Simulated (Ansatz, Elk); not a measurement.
# TlNi2P2: X-ray structure factors from the self-consistent density

The structure of TlNi2P2 used here is made up (a known structure type with other elements) and was relaxed beforehand with PBEsol. The aim is the Fourier transform of its all-electron density, F(hkl), set beside the sum over free spherical atoms that refinements use.

Calculated with Elk 11.2.3 (patched build); DFT, PBE, all-electron APW+lo, Dirac cores, scalar-relativistic bands, static density, no spin.

This account leaves out most program logs.

The structure was built from a prototype and need not be the compound's stable phase.

**1. Starting point**

It takes space group I4/mmm (No. 139, tetragonal). Conventional cell: a = 4.008 Å, b = 4.008 Å, c = 9.188 Å, α = 90.00°, β = 90.00°, γ = 90.00°. Nearest to Tl lie 8 Ni at 3.05 Å and 8 P at 3.08 Å. Ni has 4 P at 2.28 Å and 4 Ni at 2.83 Å and 4 Tl at 3.05 Å nearest. P has 4 Ni at 2.28 Å and 1 P at 2.41 Å and 4 Tl at 3.08 Å nearest. Farther neighbours are not listed.

**2. Ground state and structure factors**

An all-electron density is needed, since X-rays see the cores too. Task 0 finds the density and task 195 Fourier-transforms it; tshift is off so that phases refer to the origin typed.

File elk.in:

```
tasks
  0
  195

xctype
  20

spinpol
  .false.

rgkmax
  7.0

gmaxvr
  14.0

lmaxo
  7

lmaxapw
  8

swidth
  0.002

tshift
  .false.

ramdisk
  .false.

hmaxvr
  5.5

maxscl
  120

epspot
  1e-06

sppath
  './'

avec
  -3.78742536792 3.78742536792 8.68107374846
  3.78742536792 -3.78742536792 8.68107374846
  3.78742536792 3.78742536792 -8.68107374846

atoms
  3
  'Tl.in'
  1
  -0.0000000000 -0.0000000000 -0.0000000000   0.000000 0.000000 0.000000
  'Ni.in'
  2
  0.2500000000 0.7500000000 0.5000000000   0.000000 0.000000 0.000000
  0.7500000000 0.2500000000 0.5000000000   0.000000 0.000000 0.000000
  'P.in'
  2
  0.6312977962 0.6312977962 -0.0000000000   0.000000 0.000000 0.000000
  0.3687022038 0.3687022038 -0.0000000000   0.000000 0.000000 0.000000

ngridk
  8 8 8
```

Run with:

```bash
> OMP_NUM_THREADS=4 elk
```

Wall time 82 s (4 threads of Arm Neoverse N1, shared host); peak memory 0.21 GiB.

SFACRHO.OUT:

```text

h k l indices transformed by vhmat matrix:
   1.000000000       0.000000000       0.000000000    
   0.000000000       1.000000000       0.000000000    
   0.000000000       0.000000000       1.000000000    

      h      k      l  multipl.   |H|            Re(F)            Im(F)           |F|

      0      0      0      1   0.0000000       167.00000      0.71695540E-16   167.00000    
      1      1     -1      2  0.72377974       22.520927     -0.51844550E-14   22.520927    
      0      1      0      8  0.90498671       57.499418      -0.0000000       57.499418    
      0      0     -1      4   1.1730615       46.343279      0.14479711E-13   46.343279    
     -2     -1      1      8   1.3662778       84.482854     -0.69126067E-14   84.482854    
     -2      0      1      8   1.3783796       110.42620      0.86407584E-14   110.42620    
     -2     -2      2      2   1.4475595       90.597123     -0.10152891E-13   90.597123    
      1     -1     -1      4   1.6589595       124.04051     -0.14079599E-13   124.04051    
     -2      0      2      8   1.8099734       22.623279     -0.25922275E-13   22.623279    
     -3     -1      2      8   1.8631967       6.4804462     -0.16201422E-13   6.4804462    
      0     -1      2     16   1.8897480       50.211115      -0.0000000       50.211115    
     -3     -2      3      8   1.9905134       70.312003     -0.69126067E-14   70.312003    
     -1     -2      0     16   2.1491537       72.112605     -0.11232986E-13   72.112605    
      3      3     -3      2   2.1713392       27.666935     -0.10368910E-13   27.666935    
     -1     -3      1      8   2.2017209       77.706558     -0.13609194E-13   77.706558    
      2     -2      0      4   2.3461230       106.95118     -0.27109005E-15   106.95118    
     -1     -1      3      8   2.4552292       22.036463     -0.46660095E-13   22.036463    
     -2     -4      3      8   2.4679521       92.405718      0.11232986E-13   92.405718
```

Elk indexes on the primitive cell of elk.in and gives |H| = 4π sin θ/λ in inverse bohr. Below, one row stands for each form hkl of the conventional cell (m members, Friedel mates merged), F is for one primitive cell and the density is static (no thermal factor). Free-atom factors are Waasmaier and Kirfel's, and R is Σm||F|−|F'||/Σm|F|.

```csv
hkl,m,sin θ/λ (Å⁻¹),"abs F, DFT",neutral atoms,diff.
002,2,0.109,22.521,23.108,-0.587
101,8,0.136,57.499,57.686,-0.186
110,4,0.176,46.343,46.574,-0.231
103,8,0.205,84.483,84.428,+0.055
112,8,0.207,110.426,110.417,+0.009
004,2,0.218,90.597,90.808,-0.211
200,4,0.249,124.040,124.371,-0.331
202,8,0.272,22.623,22.379,+0.244
114,8,0.280,6.480,6.219,+0.262
211,16,0.284,50.211,50.199,+0.012
105,8,0.299,70.312,70.558,-0.246
213,16,0.323,72.113,72.345,-0.233
006,2,0.327,27.667,27.273,+0.394
204,8,0.331,77.707,77.811,-0.104
220,4,0.353,106.951,107.169,-0.218
222,8,0.369,22.037,21.874,+0.163
116,8,0.371,92.406,92.480,-0.074
301,8,0.378,44.918,44.969,-0.050
```

**3. The highest occupied states alone**

An energy window below the Fermi level keeps the highest occupied states, to see at which angles they scatter; shallow core shells can lie inside it and anion s states outside. No new self-consistency is needed.

elk.in, as its differences from that of step 2:

```diff
@@ -1,3 +1,2 @@
 tasks
-  0
   195
@@ -40,2 +39,5 @@
 
+wsfac
+  -0.114950 0.626040
+
 sppath
```

Run with:

```bash
> OMP_NUM_THREADS=4 elk
```

Run time: 17 s. Hardware: 4 threads; peak memory 0.15 GiB; 25 s of CPU time.

States within 12 eV below the Fermi level hold 40.86 electrons; any levels below the window count with the cores, and a count that is not whole means the window cuts a band. Their amplitudes can exceed the total, where window and core parts have opposite phase:

```csv
hkl,sin θ/λ (Å⁻¹),"abs F, window","abs F, all"
002,0.109,7.884,22.521
101,0.136,5.291,57.499
110,0.176,4.269,46.343
103,0.205,6.358,84.483
112,0.207,16.009,110.426
004,0.218,13.859,90.597
200,0.249,13.445,124.040
202,0.272,5.842,22.623
114,0.280,6.001,6.480
211,0.284,2.430,50.211
```

**4. Another functional**

The difference from free atoms is small, so it is set against the change that LDA (Perdew-Wang) makes.

elk.in, as its differences from that of step 3:

```diff
@@ -1,2 +1,3 @@
 tasks
+  0
   195
@@ -4,3 +5,3 @@
 xctype
-  20
+  3
 
@@ -39,5 +40,2 @@
 
-wsfac
-  -0.114950 0.626040
-
 sppath
```

Run with:

```bash
> OMP_NUM_THREADS=4 elk
```

Wall time 49 s (4 threads); peak memory 0.15 GiB.

Against the first run R = 0.04 %; the largest change is -0.044 at 204.

**5. A coarser k-mesh**

About half the k-points along each axis test the sampling.

elk.in, as its differences from that of step 4:

```diff
@@ -5,3 +5,3 @@
 xctype
-  3
+  20
 
@@ -63,2 +63,2 @@
 ngridk
-  8 8 8
+  4 4 4
```

Run with:

```bash
> OMP_NUM_THREADS=4 elk
```

Elapsed: 38 s, on 4 threads; peak memory 0.2 GiB.

Against the first run R = 0.00 %; the largest change is -0.012 at 200.

**6. Settings against the effect**

```csv
run,R against the first run (%),"R against neutral atoms, low angle (%)",wall time
"PBE, rgkmax 7",0.00,0.27,82 s
LDA (Perdew-Wang),0.04,0.26,49 s
k-mesh 4×4×4,0.00,0.27,38 s
```

**7. Results**

```yaml
r_against_neutral_atoms_sin_theta_lambda_0p3_a_minus1: 0.27 %
r_against_neutral_atoms_0p3_to_0p83_a_minus1: 0.12 %
```

What this shows: Independent neutral atoms miss the calculated amplitudes by R = 0.27 % below 0.3 Å⁻¹ and 0.12 % from there to 0.83 Å⁻¹; by shells, 0.53 % below 0.15 Å⁻¹ (2 forms), 0.23 % 0.15 to 0.3 (9 forms), 0.14 % 0.3 to 0.45 (15 forms), 0.11 % above 0.45 (103 forms). Bonding, aspherical density and the tables' own atoms all enter these figures, and the runs don't part them. The largest change of an amplitude is -0.59 electrons, at 002. The window's part falls from 40.9 electrons at the origin to at most 3.92 between 0.45 and 0.83 Å⁻¹, where compact states inside the window still scatter. The window holds more than the 33 outer electrons of the free atoms, so shallow core shells lie inside it. Below 0.3 Å⁻¹ the changes that finished (LDA (Perdew-Wang) and k-mesh 4×4×4) move F by R = 0.02 % at most, against the 0.27 % that separates it from free atoms. The basis has no finished test. These runs have no spin, though d or f shells may be open. Spin-orbit coupling is left out, which can matter for elements this heavy. Part of the difference isn't bonding: the tables are fits to free atoms and ions calculated by other methods than this functional. Thermal motion, anomalous dispersion and extinction are left out.

[Logs are printed without paths, hosts, clocks, repeated set-up lines and the standing remarks that a program may print on its own settings, such as how far it seeks lower states.]

[Hosts, paths, dates, database ids (printed as entryN), source tags and the programs' standing remarks are cut or masked in the printed files.]
